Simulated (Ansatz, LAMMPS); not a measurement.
**Electronic structure of liquid (Cs,Na)I at 1200 K (70 atoms)**

What does DFT give for liquid (Cs,Na)I at 1200 K (70 atoms) as built?

Main program and level: Ansatz 0.2.0; Kohn-Sham DFT, PBE, PAW (set soft_2, large core), plane waves.

### Step 1. The starting structure

The cell holds 70 atoms: 13 Cs, 22 Na and 35 I. Its edges and angles: a = 16.236 Å, b = 16.236 Å, c = 16.236 Å, α = 90.0°, β = 90.0°, γ = 90.0°. 70 atoms (13 Cs, 22 Na, 35 I) placed at random at 2.98 g/cm³, melted at 1600 K for 10 ps at fixed volume with the Lennard-Jones and Coulomb ion parameters for SPC/E (Joung and Cheatham, J. Phys. Chem. B 112, 9020 (2008)), full charges. Snapshot at the end of a hold of 15 ps at 1200 K and zero pressure.

Before any run, some limits are plain. The network of bonds at the start is that of the classical potential that made the cell, and needn't be the one that DFT or experiment would give. The ion parameters were fitted for water, not for melts, so the density of this cell may lie well off the real melt's. Only the Γ point is sampled, in a cell whose shortest periodic width is 16 Å. No spin–orbit coupling is included, so levels derived from the heavy atoms are approximate.

### Step 2. Making the structure

A classical potential makes the cell, at a small fraction of what the same run would cost in DFT.

This step: classical MD, Lennard-Jones and Coulomb ion parameters for SPC/E (Joung and Cheatham, J. Phys. Chem. B 112, 9020 (2008)), full charges (LAMMPS 22 Jul 2025 - Update 4).

Input file in.lmp:

```
# melt-quench of Cs13Na22I35
units metal
atom_style charge
boundary p p p
region box block 0 15.4975 0 15.4975 0 15.4975
create_box 3 box
mass 1 132.9055   # Cs
mass 2 22.9898   # Na
mass 3 126.9045   # I
create_atoms 1 random 13 26145 NULL overlap 2.2 maxtry 2000
create_atoms 2 random 22 26152 NULL overlap 2.2 maxtry 2000
create_atoms 3 random 35 26159 NULL overlap 2.2 maxtry 2000
pair_style lj/cut/coul/long 9.0
pair_modify mix arithmetic tail yes
pair_coeff 1 1 0.003897 3.6010   # Cs
pair_coeff 2 2 0.015292 2.1595   # Na
pair_coeff 3 3 0.001855 5.2011   # I
set type 1 charge 1
set type 2 charge 1
set type 3 charge -1
kspace_style pppm 1.0e-4
neigh_modify delay 0 every 1 check yes
thermo_style custom step time temp pe press density
thermo_modify norm yes
timestep 0.002
thermo 100
min_style cg
minimize 1e-4 1e-4 200 2000
reset_timestep 0
velocity all create 1600 26146 mom yes dist gaussian
fix lim all nve/limit 0.05
fix lan all langevin 1600 1600 0.2 26147 zero yes
thermo 500
run 1000 post no
# [... 34 lines left out ...]
compute msd all msd com yes
thermo 1875
fix md all npt temp 1200 1200 0.2 iso 0 0 2
run 7500 post no
print "== T1200: mean square displacement over the hold $(c_msd[4]:%.2f) A^2"
unfix md
uncompute msd
write_dump all custom T1200.dump id type xs ys zs modify sort id
```

Run with:

```bash
$ lmp -in in.lmp -log none -nocite
```

Numbers of over 12 decimals in the logs are rounded to 6 here.

Output:

```text
LAMMPS (22 Jul 2025 - Update 4)
Created orthogonal box = (0 0 0) to (15.4975 15.4975 15.4975)
Created 13 atoms
Created 22 atoms
Created 35 atoms
PPPM initialization ...
  G vector (1/distance) = 0.30385659
  grid = 10 10 10
  estimated relative force accuracy = 7.2839618e-05
   Step          Time           Temp          PotEng         Press         Density
         0   0              0              12.949758      1606232.7      2.9780275
       100   0.2            0             -3.3362289     -2310.8626      2.9780275
       124   0.248          0             -3.3559514     -4370.2704      2.9780275
[... 53 lines left out ...]
== T1400: mean square displacement over the hold 85.59 A^2
   Step          Time           Temp          PotEng         Press         Density
[... 5 lines left out ...]
Loop time of 1.62686 s on 1 MPI rank(s) for 2500 steps with 70 atoms
   Step          Time           Temp          PotEng         Press         Density
[... 2 lines left out ...]
     31875   63.75          1220.0882     -3.1556117      3260.7688      2.6407805
     33750   67.5           1200.4598     -3.1438675      2483.6169      2.5582801
     35625   71.25          1020.5546     -3.1807893     -1705.4047      2.5146856
     36000   72             1186.3975     -3.1663662     -2923.2162      2.5899702
Loop time of 3.16879 s on 1 MPI rank(s) for 7500 steps with 70 atoms
== T1200: mean square displacement over the hold 47.50 A^2
```

Run time: 22 s. Hardware: 1 thread of Intel Xeon at 2.80GHz (Skylake/Cascade Lake), shared host; peak memory 0.34 GiB.

### Step 3. Plane-wave single point

The electrons are solved once, with the atoms held.

Input file input.yaml:

```yaml
crystal:
  lattice:
    - [16.23577, 0.0, 0.0]
    - [0.0, 16.23577, 0.0]
    - [0.0, 0.0, 16.23577]
  atoms:
    - { symbol: Cs, position: [0.86734, 0.78753, 0.23754] }
    - { symbol: Cs, position: [0.29423, 0.11448, 0.2283] }
    - { symbol: Cs, position: [0.68421, 0.72385, 0.76749] }
    - { symbol: Cs, position: [0.03266, 0.41283, 0.07651] }
    - { symbol: Cs, position: [0.41916, 0.44318, 0.33106] }
    - { symbol: Cs, position: [0.16675, 0.86296, 0.08412] }
    - { symbol: Cs, position: [0.85492, 0.3068, 0.78458] }
    - { symbol: Cs, position: [0.53981, 0.05235, 0.67985] }
    - { symbol: Cs, position: [0.33565, 0.21335, 0.99701] }
    - { symbol: Cs, position: [0.6889, 0.35123, 0.51774] }
    - { symbol: Cs, position: [0.18036, 0.55793, 0.37613] }
    - { symbol: Cs, position: [0.48582, 0.49727, 0.9966] }
    - { symbol: Cs, position: [0.77314, 0.46043, 0.1273] }
    - { symbol: Na, position: [0.35619, 0.74201, 0.86834] }
    - { symbol: Na, position: [0.37765, 0.70072, 0.58826] }
    - { symbol: Na, position: [0.76623, 0.98021, 0.4552] }
    - { symbol: Na, position: [0.2318, 0.99647, 0.60373] }
    - { symbol: Na, position: [0.90522, 0.61109, 0.48004] }
    - { symbol: Na, position: [0.1325, 0.06373, 0.88612] }
    - { symbol: Na, position: [0.41693, 0.33429, 0.74042] }
    - { symbol: Na, position: [0.9683, 0.17623, 0.15198] }
    - { symbol: Na, position: [0.14119, 0.29558, 0.74867] }
    - { symbol: Na, position: [0.18118, 0.25472, 0.42782] }
    - { symbol: Na, position: [0.05413, 0.7791, 0.69554] }
    - { symbol: Na, position: [0.07734, 0.88212, 0.41258] }
    - { symbol: Na, position: [0.66179, 0.70254, 0.38421] }
    - { symbol: Na, position: [0.98264, 0.63612, 0.9037] }
    - { symbol: Na, position: [0.4364, 0.76939, 0.14283] }
    - { symbol: Na, position: [0.45724, 0.85059, 0.45042] }
    - { symbol: Na, position: [0.81806, 0.07259, 0.97212] }
    - { symbol: Na, position: [0.59545, 0.91511, 0.0051] }
    - { symbol: Na, position: [0.61725, 0.23396, 0.00745] }
    - { symbol: Na, position: [0.63713, 0.00735, 0.26977] }
    - { symbol: Na, position: [0.90525, 0.19329, 0.47324] }
    - { symbol: Na, position: [0.90507, 0.9937, 0.68294] }
    - { symbol: I, position: [0.37254, 0.53403, 0.7484] }
    - { symbol: I, position: [0.06332, 0.92765, 0.58863] }
    - { symbol: I, position: [0.52766, 0.31518, 0.87889] }
    - { symbol: I, position: [0.21142, 0.07989, 0.42] }
    - { symbol: I, position: [0.39393, 0.68615, 0.37529] }
    - { symbol: I, position: [0.52412, 0.75469, 0.95396] }
    - { symbol: I, position: [0.55926, 0.7047, 0.54978] }
    - { symbol: I, position: [0.28823, 0.18567, 0.77317] }
    - { symbol: I, position: [0.89991, 0.63111, 0.07013] }
    - { symbol: I, position: [0.57178, 0.32678, 0.15876] }
    - { symbol: I, position: [0.26504, 0.32096, 0.28833] }
    - { symbol: I, position: [0.38917, 0.87525, 0.66591] }
    - { symbol: I, position: [0.02212, 0.71134, 0.35114] }
    - { symbol: I, position: [0.30641, 0.64109, 0.03375] }
    - { symbol: I, position: [0.79944, 0.0937, 0.30453] }
    - { symbol: I, position: [0.84564, 0.29472, 0.00124] }
    - { symbol: I, position: [0.05889, 0.2807, 0.55609] }
    - { symbol: I, position: [0.00558, 0.97515, 0.16671] }
    - { symbol: I, position: [0.14616, 0.1903, 0.08333] }
    - { symbol: I, position: [0.54551, 0.00449, 0.4345] }
    - { symbol: I, position: [0.81738, 0.78133, 0.47521] }
    - { symbol: I, position: [0.61015, 0.05998, 0.1002] }
    - { symbol: I, position: [0.75808, 0.08751, 0.59928] }
    - { symbol: I, position: [0.76048, 0.56674, 0.3131] }
    - { symbol: I, position: [0.94785, 0.33358, 0.28512] }
    - { symbol: I, position: [0.48376, 0.36594, 0.57063] }
    - { symbol: I, position: [0.71697, 0.95865, 0.83211] }
    - { symbol: I, position: [0.36822, 0.95317, 0.10736] }
    - { symbol: I, position: [0.59921, 0.81731, 0.24634] }
    - { symbol: I, position: [0.98155, 0.10583, 0.79679] }
    - { symbol: I, position: [0.89962, 0.76253, 0.78266] }
    - { symbol: I, position: [0.1739, 0.67697, 0.58419] }
    - { symbol: I, position: [0.16644, 0.85613, 0.87045] }
    - { symbol: I, position: [0.80818, 0.47802, 0.6626] }
    - { symbol: I, position: [0.0207, 0.41321, 0.86117] }
kpoints:
  mp_grid: { grid: [1, 1, 1] }
hamiltonian:
  xc: pbe
  pseudopotentials: { kind: paw, core: large }
scf:
  occupations: { method: fixed }
output:
  forces: true
  stress: true
  populations: true
  dos:
    method: { smearing: { sigma: 0.15 } }
    de: 0.1
    projected: { site_lists: { Cs: [Cs], I: [I], Na: [Na] } }
  eigenvalues: true
  write_density: true
  write_potential: true
  volumetric_format: npy
```

Run with:

```bash
$ ansatz run input.yaml --threads 8 --pin off --max-ram 15872MiB --backend cpu --events-out ev --progress --plain --runs-dir out
```

Output:

```text
Engine: ansatz 0.2.0, x86_64-unknown-linux-gnu
Pseudopotentials: kind: paw
Pseudopotential: Cs, paw, valence charge 9, recommended cutoff 420 eV (normal), Cs.paw.azcp
Pseudopotential: Na, paw, valence charge 9, recommended cutoff 420 eV (normal), Na.paw.azcp
Pseudopotential: I, paw, valence charge 7, recommended cutoff 420 eV (normal), I.paw.azcp#standard-large-core
[... 5 lines on functional and potentials left out ...]
Crystal: 70 atoms, lattice volume = 4279.753 Å³
Basis set: ecut = 420 eV, 83647 PW (Γ), exchange–correlation on 240×240×240 points (8 copies of the dense FFT grid, shifted against one another)
Bands: 350, of which v1, the nominal top of the filled ones, is band 280 counted from 1 (279 counted from 0)
Symmetry: 1 space group operations
Space group: P1 (ITA 1), of the structure as read, at distance tolerance 1.6e-4 Å
k-points: 1
[...]
atom   7  Cs    -0.23407868    -0.31122490    -0.36936081
  atom   8  Cs     0.03127413    -0.07323941    -0.08427784
[...]
atom  13  Cs    -0.23512637    -0.18714685     0.18384341
  atom  14  Na    -0.24420179    -0.15444791    -0.05819943
[...]
atom  69  I     -0.02041795     0.33062248    -0.34523121
  atom  70  I      0.66495942     0.32651734    -0.28722005
  max |Σ_I F_I| component: 1.84e-5 eV/Å
--- Stress (GPa, compression-positive) ---
        0.223247       0.013150      -0.027059
        0.013150      -0.275079       0.124198
       -0.027059       0.124198      -0.006083
  P = ⅓ Tr σ = -0.0193 GPa (-0.193 kbar)
--- Band table (eV) ---
  k-point 0: bands = ["-52.7865", "-52.3015", "-52.1626", "-51.9856", [... 334 levels ...], "5.3907", "5.4165", "5.4280", "5.4447", "5.4550", "5.4600", "5.4914", "5.5177", "5.5537", "5.5778", "5.5963", "5.6297"]
--- Löwdin populations: 70 sites ---
  site symbol       q [e]
     0     Cs      8.2512
     1     Cs      8.2143
     2     Cs      8.2126
[...]
69      I      7.6694
  spilling = 0.003419 (of n_electrons = 560.000000)
[key lines of the parts left out:]
SCF converged after 10 iterations
Free energy (F): -287372.830010 eV
Fermi energy:    0.538341 eV
```

It took 20 s on 8 threads of Intel Xeon Platinum 8488C (Sapphire Rapids), shared host; peak memory 4.8 GiB; 2.4 min of CPU time.

The program notes that potentials were chosen by core size and the exchange-correlation potential is rough where the density is thin.

Numbers from this run:

```
free energy                                      : -287372.8300 eV
free energy per atom                             : -4105.3261 eV/atom
SCF cycles                                       : 10
pressure                                         : -0.01931 GPa
r.m.s. force component                           : 0.2751 eV/Å
longest force                                    : 1.236 eV/Å
Fermi energy                                     : 0.5383 eV
gap (highest filled to lowest empty level) : 1.974 eV
spilling of the projection                       : 0.003419
```

Length of the force by element:

| element | coordination | atoms | mean length of the force (eV/Å) | spread | least | most |
| --- | --- | --- | --- | --- | --- | --- |
| Cs | all | 13 | 0.483 | 0.275 | 0.116 | 1.24 |
| I | all | 35 | 0.464 | 0.201 | 0.0712 | 0.979 |
| Na | all | 22 | 0.341 | 0.130 | 0.0675 | 0.633 |

Löwdin charges by element (they lack the spilled electrons, 0.027 e an atom on average):

| element | coordination | atoms | mean charge (e) | spread | least | most |
| --- | --- | --- | --- | --- | --- | --- |
| Cs | all | 13 | 0.784 | 0.0167 | 0.749 | 0.812 |
| I | all | 35 | -0.660 | 0.0254 | -0.719 | -0.604 |
| Na | all | 22 | 0.674 | 0.0232 | 0.638 | 0.719 |

States in the cell by windows of 1 eV, zero at the Fermi level; the larger projections on atomic orbitals stand beside the total:

| from (eV) | to (eV) | total | I p | Cs p | Na s | I s |
| --- | --- | --- | --- | --- | --- | --- |
| -18 | -13 | 0.0 | 0.0 | 0.0 | 0.0 | 0.0 |
| -13 | -12 | 5.4 | 0.0 | 0.1 | 0.2 | 5.1 |
| -12 | -11 | 49.0 | 0.0 | 0.5 | 1.4 | 46.4 |
| -11 | -10 | 15.3 | 0.0 | 0.2 | 0.3 | 14.6 |
| -10 | -9 | 3.9 | 0.0 | 3.6 | 0.0 | 0.3 |
| -9 | -8 | 52.5 | 0.6 | 51.3 | 0.0 | 0.4 |
| -8 | -7 | 21.9 | 0.4 | 21.2 | 0.0 | 0.3 |
| -7 | -3 | 0.0 | 0.0 | 0.0 | 0.0 | 0.0 |
| -3 | -2 | 45.5 | 41.4 | 0.2 | 2.9 | 0.1 |
| -2 | -1 | 116.5 | 111.3 | 0.6 | 2.1 | 0.2 |
| -1 | 0 | 46.5 | 45.2 | 0.2 | 0.3 | 0.0 |
| 0 | 1 | 1.5 | 1.4 | 0.0 | 0.0 | 0.0 |
| 1 | 2 | 1.0 | 0.0 | 0.0 | 0.6 | 0.1 |
| 2 | 3 | 8.5 | 0.8 | 0.0 | 4.6 | 0.5 |
| 3 | 4 | 41.1 | 2.6 | 0.1 | 13.5 | 1.0 |

With fixed occupations the program's Fermi level is the highest filled level; weight inside the gap is the broadening of levels at its edges.

Between -26 and -18 eV lie 158 more states.

About 45 of the 560 electrons lie in deeper levels, below the stored range.

The levels nearest the highest filled one (over half full), pooled over k-points and spins:

| level less the highest filled one (eV) | occupation |
| --- | --- |
| -0.560 | 2 |
| -0.532 | 2 |
| -0.402 | 2 |
| -0.259 | 2 |
| -0.150 | 2 |
| 0 | 2 |
| 1.97 | 0 |
| 2.52 | 0 |
| 2.72 | 0 |
| 2.86 | 0 |
| 2.92 | 0 |
| 3.08 | 0 |

Valence density in the bc plane at fractional x = 0.174, with atoms of Cs and Na and I within 0.2 Å of it. It is the smooth field of the valence electrons, not physical close to the nuclei.

Ten steps, logarithmic in the rise over the least value, from '0' (0 e/Å³) to '9' (14 e/Å³), each cell a mean:
```
00000000000000000000000000000000000011110000
00110000000000000000000000000000001233332100
01342000000000000000000000000000012332233210
00111000000000000000000000000000012332233210
00000000000001000000000000000000001223322100
00000000000256310000000000000000000001100000
00000000000145300000000000000000000000000000
00000000000000000000000000001111000000000000
00000000000000000000000000123333210000000000
10000000000000000000000001233223321000000111
00000000000000000000000000233333321000000000
00111000000000000000000000112332110000000000
12233211014541000000000011100000000000000000
23333321148983000000012344320000000000000001
12333321015651000000024433431000000000000000
01222110000000000000024444431000000000000000
00000000000011111000001233210000000000000000
00000000000011110000000000000000000000000000
00000000000000000000000000000000000000000000
00000001110000000000000000000000000001110000
00000123332100000000000000000000000234432100
00001233333210000000000000000000001343344210
00001233333210000000000000000000001344444200
00000122222100000000000000000000000123321000
```
Columns run along b (16.2 Å), rows up along c (16.2 Å). Atoms in or near the plane, at fractional coordinates: Cs at (0.86, 0.08), Cs at (0.56, 0.38), Na at (0.25, 0.43), I at (0.68, 0.58), I at (0.86, 0.87).

Electrostatic potential energy in the bc plane at fractional x = 0.174, with atoms of Cs and Na and I within 0.2 Å of it. With pseudopotentials it is smooth inside the atoms' cores, unlike the true potential.

Values in eV, 13 rows by 16 columns, each cell a mean:
```
  1   1   3   4   5   5   5   5   5   6   6   5   4  -3   0   4
 -4  -7   2   4   4   4   5   6   6   6   5   5  -2 -34 -24   3
  3   2   4   3  -3  -1   4   6   6   6   6   5   4  -9  -3   5
  4   4   4   2 -11  -5   3   6   6   6   6   6   5   5   5   4
  1   3   5   5   3   3   5   6   6   5 -10  -8   5   5   4   1
  1   4   5   5   5   5   5   5   6   2 -31 -28   4   6   4   1
  2  -2   4   1  -2   3   4   4   3   3   1   3   6   5   4   4
-10 -34  -3 -12 -23   1   4   0 -17 -17   1   5   5   3   3   4
  3   0   4   3   2   4   4   0 -18 -18   0   5   5   4   3   4
  5   4   4   5   5   4   5   4   2   2   4   5   5   4   4   5
  4   4   3   4   5   5   5   4   4   4   5   5   3   0   1   4
  5   4 -18 -26   2   5   4   4   5   5   5   4  -2 -21 -18   1
  4   4  -9 -15   3   4   4   4   5   6   6   5   1 -14 -12   2
```
Columns run along b (16.2 Å; values clipped at the 3rd and 97th percentile), rows up along c (16.2 Å). Atoms in or near the plane, at fractional coordinates: Cs at (0.86, 0.08), Cs at (0.56, 0.38), Na at (0.25, 0.43), I at (0.68, 0.58), I at (0.86, 0.87).

Mean Löwdin charges: Cs +0.78, I -0.66, Na +0.67 e (they miss 0.34 % of the electrons, so they add up to more than the cell's charge). The largest share in the top eV of filled states is I p (98 % of the projected weight), and in the lowest eV of empty states Na s (59 % of the projected weight).

### Step 4. Distances and neighbours

These statistics describe the geometry on which the runs were made.

Density 2.59 g/cm³, 61.14 Å³ an atom.

g(r), total and by pair (bins of 0.2 Å):

| r (Å) | total | I-I | I-Na | I-Cs | Na-Na | Na-Cs | Cs-Cs |
| --- | --- | --- | --- | --- | --- | --- | --- |
| 2.80 | 0.68 | 0.00 | 2.15 | 0.00 | 0.00 | 0.00 | 0.00 |
| 3.00 | 1.47 | 0.00 | 4.68 | 0.00 | 0.00 | 0.00 | 0.00 |
| 3.20 | 1.51 | 0.00 | 4.59 | 0.35 | 0.00 | 0.00 | 0.00 |
| 3.40 | 1.38 | 0.00 | 2.52 | 3.15 | 0.00 | 0.00 | 0.00 |
| 3.60 | 1.28 | 0.00 | 1.85 | 3.21 | 1.08 | 0.00 | 0.00 |
| 3.80 | 0.72 | 0.00 | 0.91 | 2.33 | 0.00 | 0.00 | 0.00 |
| 4.00 | 1.12 | 0.35 | 1.53 | 3.00 | 0.00 | 0.00 | 0.00 |
| 4.20 | 0.79 | 0.47 | 0.38 | 1.06 | 2.79 | 0.34 | 1.19 |
| 4.40 | 1.11 | 1.85 | 0.23 | 0.98 | 1.81 | 1.23 | 2.10 |
| 4.60 | 0.91 | 1.45 | 0.52 | 0.35 | 1.65 | 1.38 | 0.00 |
| 4.80 | 0.69 | 1.43 | 0.10 | 0.32 | 0.92 | 1.29 | 0.00 |
| 5.00 | 1.14 | 2.03 | 0.26 | 0.61 | 1.96 | 2.14 | 0.00 |
| 5.20 | 1.18 | 2.05 | 0.41 | 0.55 | 1.56 | 1.54 | 3.01 |
| 5.40 | 1.00 | 0.95 | 0.90 | 0.78 | 2.42 | 0.81 | 0.00 |
| 5.60 | 1.31 | 1.97 | 0.92 | 0.72 | 1.55 | 1.54 | 1.95 |
| 5.80 | 1.00 | 1.41 | 0.86 | 0.57 | 0.84 | 1.24 | 1.19 |
| 6.00 | 0.83 | 0.77 | 0.92 | 0.73 | 0.00 | 0.99 | 2.83 |
| 6.20 | 0.98 | 0.72 | 0.86 | 0.69 | 1.09 | 2.17 | 1.06 |
| 6.40 | 0.87 | 1.16 | 0.87 | 0.45 | 1.38 | 0.57 | 0.48 |
| 6.60 | 0.99 | 1.01 | 0.86 | 0.77 | 0.65 | 1.76 | 1.36 |
| 6.80 | 1.12 | 0.90 | 1.23 | 1.46 | 0.46 | 1.02 | 2.19 |
| 7.00 | 0.94 | 0.85 | 1.13 | 1.15 | 0.72 | 0.73 | 0.00 |
| 7.20 | 0.95 | 1.18 | 1.24 | 0.79 | 0.28 | 0.58 | 0.78 |
| 7.40 | 0.99 | 0.51 | 1.36 | 1.02 | 1.03 | 0.98 | 0.74 |
| 7.60 | 1.10 | 0.57 | 1.19 | 1.69 | 0.49 | 1.53 | 1.41 |
| 7.80 | 0.90 | 0.55 | 1.16 | 1.54 | 0.70 | 0.29 | 0.33 |

A closer look about I49, picked at random: 12 atoms, nearest first, numbered in the order of the input, with positions taken from that point.

| atom | x | y | z | distance (Å) | Löwdin charge (e) | Fx | Fy | Fz (eV/Å) |
| --- | --- | --- | --- | --- | --- | --- | --- | --- |
| I49 | 0.00 | 0.00 | 0.00 | 0.00 | -0.69 | -0.02 | 0.13 | 0.26 |
| Na14 | 0.81 | 1.64 | -2.69 | 3.25 | 0.68 | -0.24 | -0.15 | -0.06 |
| Na28 | 2.11 | 2.08 | 1.77 | 3.45 | 0.66 | -0.03 | 0.03 | -0.05 |
| Cs12 | 2.91 | -2.34 | -0.60 | 3.78 | 0.78 | -0.14 | 0.36 | -0.08 |
| I41 | 3.53 | 1.84 | -1.30 | 4.19 | -0.64 | 0.15 | -0.11 | 0.01 |
| Cs6 | -2.27 | 3.60 | 0.82 | 4.33 | 0.78 | 0.17 | -0.49 | 0.17 |
| I68 | -2.27 | 3.49 | -2.65 | 4.94 | -0.66 | 0.03 | 0.20 | -0.43 |
| I36 | 1.07 | -1.74 | -4.63 | 5.06 | -0.70 | 0.06 | 0.06 | 0.30 |
| I63 | 1.00 | 5.07 | 1.20 | 5.30 | -0.69 | 0.24 | -0.25 | -0.24 |
| Na27 | -5.26 | -0.08 | -2.11 | 5.67 | 0.71 | -0.15 | -0.01 | -0.16 |
| I40 | 1.42 | 0.73 | 5.55 | 5.77 | -0.67 | -0.43 | -0.14 | -0.33 |
| Cs4 | -4.44 | -3.71 | 0.69 | 5.83 | 0.77 | 0.17 | 0.08 | 0.36 |

### Step 5. Outcome

```yaml
free_energy_per_atom: -4105.3261 eV/atom
pressure: -0.01931 GPa
r_m_s_force_component: 0.2751 eV/Å
spacing_of_highest_filled_and_lowest_empty_level: 1.974 eV
wall_time_of_the_1_dft_run: 20 s
```

What this shows: Between filled and empty levels lie 1.97 eV (at Γ alone); a semilocal functional tends to put such gaps too low. In a disordered cell it changes from sample to sample and from frame to frame.

Caveats: The force components of 0.28 eV/Å r.m.s. hold both thermal displacement and the mismatch between the potential that made the cell and DFT. The pressure of a single frame lacks the kinetic term.

[Logs are printed without paths, hosts, clocks, repeated set-up lines and the standing remarks that a program may print on its own settings, such as how far it seeks lower states.]

[Hosts, paths, dates, database ids (printed as entryN), source tags and the programs' standing remarks are cut or masked in the printed files.]
